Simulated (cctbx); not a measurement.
## Sn4B2CN with cctbx, script by script

Library: cctbx 2025.11. The data are simulated by the first script.

## 1. Simulate the data

run.py:

```python
from cctbx import adptbx, crystal, miller, sgtbx, xray
from cctbx.array_family import flex
from iotbx.shelx import hklf
from scitbx import matrix
import scitbx.random

cs = crystal.symmetry(unit_cell=(3.179, 3.179, 14.414, 90, 90, 120), space_group_symbol='Hall: -P 3 2"')  # P-3m1
atoms = [  # label, site, U (iso, or U11 U22 U33 U12 U13 U23 in A^2), occupancy
    ("Sn1", (2/3, 1/3, 0.0844), 0.0122, 1),
    ("Sn2", (1/3, 2/3, 0.5851), 0.0124, 1),
    ("N1", (0, 0, 0.5), 0.0240, 1),
    ("C1", (0, 0, 0), 0.0206, 1),
    ("B1", (1/3, 2/3, 0.2516), 0.0234, 1),
]
xs = xray.structure(crystal_symmetry=cs)
for label, site, u, occ in atoms:
    u = adptbx.u_cif_as_u_star(cs.unit_cell(), u) if isinstance(u, tuple) else u
    xs.add_scatterer(xray.scatterer(label, site=site, u=u, occupancy=occ))
xs.set_inelastic_form_factors(0.7749, "sasaki")
xs.show_summary()
p1 = xs.expand_to_p1()
ms = miller.build_set(p1, anomalous_flag=True, d_min=0.65)
flex.set_random_seed(701098)
scitbx.random.set_random_seed(701098)
ms = ms.select(flex.random_double(ms.size()) < 0.95)
i = ms.structure_factors_from_scatterers(p1, algorithm="direct").f_calc().as_intensity_array().data()
i = i / flex.sqrt(1 + 0.1 * i / flex.max(i))  # extinction
i = i * 5000 / flex.max(i)
sig = flex.sqrt(i + flex.pow2(0.06 * i) + 2 ** 2)
noise = scitbx.random.variate(scitbx.random.normal_distribution())(i.size())
data = ms.array(data=i + sig * noise, sigmas=sig).set_observation_type_xray_intensity()
with open("data.hkl", "w") as f:
    data.export_as_shelx_hklf(f)
print("reflections written:", data.size(), " <I/sigma> = %.1f" % flex.mean(data.data() / data.sigmas()))
for h, a, b in list(data.sort("data"))[:12]:
    print("%4d%4d%4d %9.1f %7.1f" % (h + (a, b)))
```

```console
$ python run.py
```

```text
Number of scatterers: 5
At special positions: 5
Unit cell: (3.179, 3.179, 14.414, 90, 90, 120)
Space group: P -3 m 1 (No. 164)
reflections written: 1828  <I/sigma> = 8.7
   0   0   6    5411.1   308.2
   0   0  -6    5155.1   308.2
   1  -1   3    4552.1   262.7
  -1   1  -3    4434.8   262.7
   1   1   0    4327.1   241.8
   0   1   3    4295.3   262.7
   1  -2   0    4205.3   241.8
   1  -1  -3    4202.7   252.4
   0  -1  -3    4179.0   262.7
   0  -1   3    4174.5   252.4
   0   1  -3    4171.9   252.4
   1   0   3    4065.9   252.4
```

It took 0.47 s on 1 thread of Arm Neoverse N1 (shared host), peak memory 0.07 GiB.

## 2. Refinement (right model, isotropic)

run.py:

```python
import math
from cctbx import adptbx, crystal, maptbx, sgtbx, xray
from cctbx.array_family import flex
from cctbx.xray import observations
from iotbx.shelx import hklf
from scitbx.lstbx import normal_eqns_solving
from smtbx import absolute_structure, utils
from smtbx.refinement import constraints, least_squares

cs = crystal.symmetry(unit_cell=(3.179, 3.179, 14.414, 90, 90, 120), space_group_symbol='Hall: -P 3 2"')  # P-3m1
atoms = [  # label, site, U (iso, or U11 U22 U33 U12 U13 U23 in A^2), occupancy
    ("Sn1", (2/3, 1/3, 0.0827), 0.0200, 1),
    ("Sn2", (1/3, 2/3, 0.5867), 0.0200, 1),
    ("N1", (0, 0, 0.5), 0.0200, 1),
    ("C1", (0, 0, 0), 0.0200, 1),
    ("B1", (1/3, 2/3, 0.2486), 0.0200, 1),
]
xs = xray.structure(crystal_symmetry=cs)
for label, site, u, occ in atoms:
    u = adptbx.u_cif_as_u_star(cs.unit_cell(), u) if isinstance(u, tuple) else u
    xs.add_scatterer(xray.scatterer(label, site=site, u=u, occupancy=occ))
xs.set_inelastic_form_factors(0.7749, "sasaki")
raw = hklf.reader(file_name="data.hkl").as_miller_arrays(crystal_symmetry=cs, anomalous=True)[0]
merged = raw.eliminate_sys_absent().merge_equivalents()
fo2 = merged.array().set_observation_type_xray_intensity()
print("Rint %.3f, %d unique reflections to %.2f A" % (merged.r_int(), fo2.size(), fo2.d_min()))
for sc in xs.scatterers():
    sc.flags.set_grad_site(True)
    sc.flags.set_grad_u_aniso(sc.flags.use_u_aniso())
    sc.flags.set_grad_u_iso(sc.flags.use_u_iso())
obs = fo2.as_xray_observations()
extra = {}
rep = constraints.reparametrisation(xs, [], utils.connectivity_table(xs), **extra)
ls = least_squares.crystallographic_ls(obs, rep, weighting_scheme=least_squares.mainstream_shelx_weighting(a=0, b=0))
print("cycle     R1     wR2    GooF  max shift (A)")
for cycle in range(8):
    ls.build_up()
    r1, wr2, goof = ls.r1_factor(cutoff_factor=2)[0], ls.wR2(), ls.goof()
    old = xs.sites_cart()
    normal_eqns_solving.levenberg_marquardt_iterations(ls, n_max_iterations=3, tau=1e-06, step_threshold=1e-7)
    big = flex.max((xs.sites_cart() - old).norms())
    print("%4d %7.4f %7.4f %7.3f %9.5f" % (cycle + 1, r1, wr2, goof, big))
    ls.build_up(objective_only=True)
    if abs(ls.wR2() - wr2) < 5e-5 and big < 5e-4:
        break
ls.build_up()
print("final R1 %.4f wR2 %.4f GooF %.3f  parameters %d  data/parameter %.1f" % (ls.r1_factor(cutoff_factor=2)[0], ls.wR2(), ls.goof(), ls.n_parameters, fo2.size() / ls.n_parameters))
cov = ls.covariance_matrix_and_annotations()
su = dict(zip(cov.annotations, (math.sqrt(max(v, 0)) for v in cov.matrix.matrix_packed_u_diagonal())))
a2 = cs.unit_cell().reciprocal_parameters()[0] ** -2
print("atom        x        y        z      Ueq    occ   su(xyz)  su(Uiso or U11)")
for sc in xs.scatterers():
    s = max(su.get(sc.label + k, 0) for k in (".x", ".y", ".z"))
    npd = "" if sc.is_positive_definite_u(cs.unit_cell()) else "  NPD"
    print("%-5s %8.5f %8.5f %8.5f %8.4f %6.3f %8.5f %7.4f%s" % ((sc.label,) + sc.site + (sc.u_iso_or_equiv(cs.unit_cell()), sc.occupancy, s, su.get(sc.label + ".uiso", su.get(sc.label + ".u11", 0) * a2), npd)))
fo = fo2.f_sq_as_f()
fc = fo.structure_factors_from_scatterers(xs, algorithm="direct").f_calc()
diff = fo.f_obs_minus_f_calc(1 / math.sqrt(ls.scale_factor()), fc).average_bijvoet_mates()
m = diff.fft_map(symmetry_flags=maptbx.use_space_group_symmetry, resolution_factor=0.25).apply_volume_scaling()
print("difference map: max %.2f min %.2f rms %.2f" % (m.statistics().max(), m.statistics().min(), m.statistics().sigma()))
peaks = m.peak_search(parameters=maptbx.peak_search_parameters(min_distance_sym_equiv=0.6, max_clusters=6)).all()
near = xs.closest_distances(peaks.sites(), distance_cutoff=4)
sps = cs.special_position_settings(min_distance_sym_equiv=0.5)
for k, (x, h) in enumerate(zip(peaks.sites(), peaks.heights())):
    ss = sps.site_symmetry(x)
    print("Q%-3d %7.4f %7.4f %7.4f %4d %7.2f  %.2f A from %s" % ((k + 1,) + tuple(t % 1 for t in ss.exact_site()) + (ss.multiplicity(), h, near.smallest_distances[k], xs.scatterers()[near.i_seqs[k]].label)))
```

```console
$ python run.py
```

```text
Rint 0.057, 242 unique reflections to 0.65 A
cycle     R1     wR2    GooF  max shift (A)
   1  0.1171  0.3195   8.292   0.05573
   2  0.0145  0.0375   0.974   0.00170
   3  0.0145  0.0375   0.974   0.00000
final R1 0.0145 wR2 0.0375 GooF 0.974  parameters 8  data/parameter 30.2
atom        x        y        z      Ueq    occ   su(xyz)  su(Uiso or U11)
Sn1    0.66667  0.33333  0.08441   0.0120  1.000  0.00003  0.0001
Sn2    0.33333  0.66667  0.58510   0.0122  1.000  0.00003  0.0001
N1     0.00000  0.00000  0.50000   0.0252  1.000  0.00000  0.0017
C1     0.00000  0.00000  0.00000   0.0225  1.000  0.00000  0.0017
B1     0.33333  0.66667  0.25235   0.0225  1.000  0.00060  0.0014
difference map: max 1.06 min -1.31 rms 0.25
Q1    0.3333  0.6667  0.6879    2    1.14  1.48 A from Sn2
Q2    0.3333  0.6667  0.3184    2    1.09  0.95 A from B1
Q3    0.3333  0.6667  0.5090    2    0.93  1.10 A from Sn2
Q4    0.2467  0.4935  0.4111    6    0.82  1.65 A from Sn2
Q5    0.2387  0.4775  0.0832    6    0.74  1.64 A from Sn1
Q6    0.1524  0.5762  0.4645    6    0.69  1.52 A from Sn2
```

Time: 0.89 s.

## 3. Refinement (right model, anisotropic)

run.py, as its changes from the last script of this kind:

```diff
@@ -12,5 +12,5 @@
-    ("Sn1", (2/3, 1/3, 0.0827), 0.0200, 1),
-    ("Sn2", (1/3, 2/3, 0.5867), 0.0200, 1),
-    ("N1", (0, 0, 0.5), 0.0200, 1),
-    ("C1", (0, 0, 0), 0.0200, 1),
-    ("B1", (1/3, 2/3, 0.2486), 0.0200, 1),
+    ("Sn1", (2/3, 1/3, 0.08441), 0.0120, 1),
+    ("Sn2", (1/3, 2/3, 0.5851), 0.0122, 1),
+    ("N1", (0, 0, 0.5), 0.0252, 1),
+    ("C1", (0, 0, 0), 0.0225, 1),
+    ("B1", (1/3, 2/3, 0.25235), 0.0225, 1),
@@ -22,0 +23 @@
+xs.convert_to_anisotropic()
```

```console
$ python run.py
```

```text
Rint 0.057, 242 unique reflections to 0.65 A
cycle     R1     wR2    GooF  max shift (A)
   1  0.0145  0.0376   0.986   0.00084
   2  0.0143  0.0365   0.959   0.00003
final R1 0.0143 wR2 0.0365 GooF 0.959  parameters 13  data/parameter 18.6
atom        x        y        z      Ueq    occ   su(xyz)  su(Uiso or U11)
Sn1    0.66667  0.33333  0.08441   0.0120  1.000  0.00003  0.0001
Sn2    0.33333  0.66667  0.58510   0.0122  1.000  0.00003  0.0001
N1     0.00000  0.00000  0.50000   0.0252  1.000  0.00000  0.0025
C1     0.00000  0.00000  0.00000   0.0227  1.000  0.00000  0.0027
B1     0.33333  0.66667  0.25229   0.0226  1.000  0.00060  0.0020
difference map: max 1.02 min -1.32 rms 0.24
Q1    0.3333  0.6667  0.3181    2    1.11  0.95 A from B1
Q2    0.3333  0.6667  0.6872    2    1.10  1.47 A from Sn2
Q3    0.3333  0.6667  0.5048    2    0.93  1.16 A from Sn2
Q4    0.2465  0.4929  0.4112    6    0.86  1.65 A from Sn2
Q5    0.2392  0.4784  0.0831    6    0.74  1.64 A from Sn1
Q6    0.1485  0.5742  0.4635    6    0.72  1.50 A from Sn2
```

Time: 0.82 s.

## 4. Refinement

run.py, as its changes from the last script of this kind:

```diff
@@ -16 +15,0 @@
-    ("B1", (1/3, 2/3, 0.25235), 0.0225, 1),
@@ -37 +36 @@
-for cycle in range(8):
+for cycle in range(12):
```

```console
$ python run.py
```

```text
Rint 0.057, 242 unique reflections to 0.65 A
cycle     R1     wR2    GooF  max shift (A)
   1  0.0400  0.0818   2.133   0.00131
   2  0.0395  0.0795   2.072   0.00000
final R1 0.0395 wR2 0.0795 GooF 2.072  parameters 10  data/parameter 24.2
atom        x        y        z      Ueq    occ   su(xyz)  su(Uiso or U11)
Sn1    0.66667  0.33333  0.08450   0.0114  1.000  0.00006  0.0003
Sn2    0.33333  0.66667  0.58513   0.0117  1.000  0.00006  0.0003
N1     0.00000  0.00000  0.50000   0.0230  1.000  0.00000  0.0051
C1     0.00000  0.00000  0.00000   0.0223  1.000  0.00000  0.0059
difference map: max 11.95 min -1.52 rms 0.59
Q1    0.3333  0.6667  0.2516    2   12.81  2.98 A from Sn2
Q2    0.3333  0.6667  0.5840    2    4.67  0.02 A from Sn2
Q3    0.3333  0.6667  0.9224    2    4.53  0.10 A from Sn1
Q4    0.3333  0.6667  0.3189    2    1.28  2.30 A from Sn2
Q5    0.3333  0.6667  0.6851    2    0.93  1.44 A from Sn2
Q6    0.3333  0.6667  0.5074    2    0.88  1.12 A from Sn2
```

Time: 0.75 s.

This run holds a fault made on purpose: atom left out: B1.

## 5. Refinement

run.py, as its changes from the last script of this kind:

```diff
@@ -12,2 +12,2 @@
-    ("Sn1", (2/3, 1/3, 0.08441), 0.0120, 1),
-    ("Sn2", (1/3, 2/3, 0.5851), 0.0122, 1),
+    ("I1", (2/3, 1/3, 0.08441), 0.0120, 1),
+    ("Sn1", (1/3, 2/3, 0.5851), 0.0122, 1),
@@ -15,0 +16 @@
+    ("B1", (1/3, 2/3, 0.25235), 0.0225, 1),
```

```console
$ python run.py
```

```text
Rint 0.057, 242 unique reflections to 0.65 A
cycle     R1     wR2    GooF  max shift (A)
   1  0.0315  0.1035   2.714   0.00729
   2  0.0200  0.0584   1.532   0.00027
final R1 0.0200 wR2 0.0584 GooF 1.532  parameters 13  data/parameter 18.6
atom        x        y        z      Ueq    occ   su(xyz)  su(Uiso or U11)
I1     0.66667  0.33333  0.08441   0.0134  1.000  0.00004  0.0002
Sn1    0.33333  0.66667  0.58510   0.0109  1.000  0.00004  0.0002
N1     0.00000  0.00000  0.50000   0.0247  1.000  0.00000  0.0040
C1     0.00000  0.00000  0.00000   0.0206  1.000  0.00000  0.0043
B1     0.33333  0.66667  0.25183   0.0212  1.000  0.00093  0.0031
difference map: max 1.48 min -1.53 rms 0.32
Q1    0.3333  0.6667  0.6064    2    1.57  0.31 A from Sn1
Q2    0.2479  0.4958  0.0837    6    1.22  1.65 A from I1
Q3    0.1026  0.2052  0.9738    6    1.03  0.68 A from C1
Q4    0.2159  0.4319  0.9538    6    0.86  0.85 A from I1
Q5    0.3333  0.6667  0.9924    2    0.70  1.11 A from I1
Q6    0.0938  0.1875  0.1828    6    0.70  1.65 A from B1
```

Time: 0.8 s.

This run holds a fault made on purpose: wrong element: I1 is Sn.

## 6. Refinement

run.py, as its changes from the last script of this kind:

```diff
@@ -12,2 +12,2 @@
-    ("I1", (2/3, 1/3, 0.08441), 0.0120, 1),
-    ("Sn1", (1/3, 2/3, 0.5851), 0.0122, 1),
+    ("Sn1", (2/3, 1/3, 0.08441), 0.0120, 1),
+    ("Sn2", (1/3, 2/3, 0.5851), 0.0122, 1),
@@ -16 +15,0 @@
-    ("B1", (1/3, 2/3, 0.25235), 0.0225, 1),
```

```console
$ python run.py
```

```text
Rint 0.057, 242 unique reflections to 0.65 A
cycle     R1     wR2    GooF  max shift (A)
   1  0.0400  0.0818   2.133   0.00131
   2  0.0395  0.0795   2.072   0.00000
final R1 0.0395 wR2 0.0795 GooF 2.072  parameters 10  data/parameter 24.2
atom        x        y        z      Ueq    occ   su(xyz)  su(Uiso or U11)
Sn1    0.66667  0.33333  0.08450   0.0114  1.000  0.00006  0.0003
Sn2    0.33333  0.66667  0.58513   0.0117  1.000  0.00006  0.0003
N1     0.00000  0.00000  0.50000   0.0230  1.000  0.00000  0.0051
C1     0.00000  0.00000  0.00000   0.0223  1.000  0.00000  0.0059
difference map: max 11.95 min -1.52 rms 0.59
Q1    0.3333  0.6667  0.2516    2   12.81  2.98 A from Sn2
Q2    0.3333  0.6667  0.5840    2    4.67  0.02 A from Sn2
Q3    0.3333  0.6667  0.9224    2    4.53  0.10 A from Sn1
Q4    0.3333  0.6667  0.3189    2    1.28  2.30 A from Sn2
Q5    0.3333  0.6667  0.6851    2    0.93  1.44 A from Sn2
Q6    0.3333  0.6667  0.5074    2    0.88  1.12 A from Sn2
```

Run time: 0.72 s on 1 thread of Arm Neoverse N1, on a shared host, peak memory 0.08 GiB.

This run holds a fault made on purpose: atom left out: B1.

[Logs are printed without paths, hosts, clocks, repeated set-up lines and the standing remarks that a program may print on its own settings, such as how far it seeks lower states.]
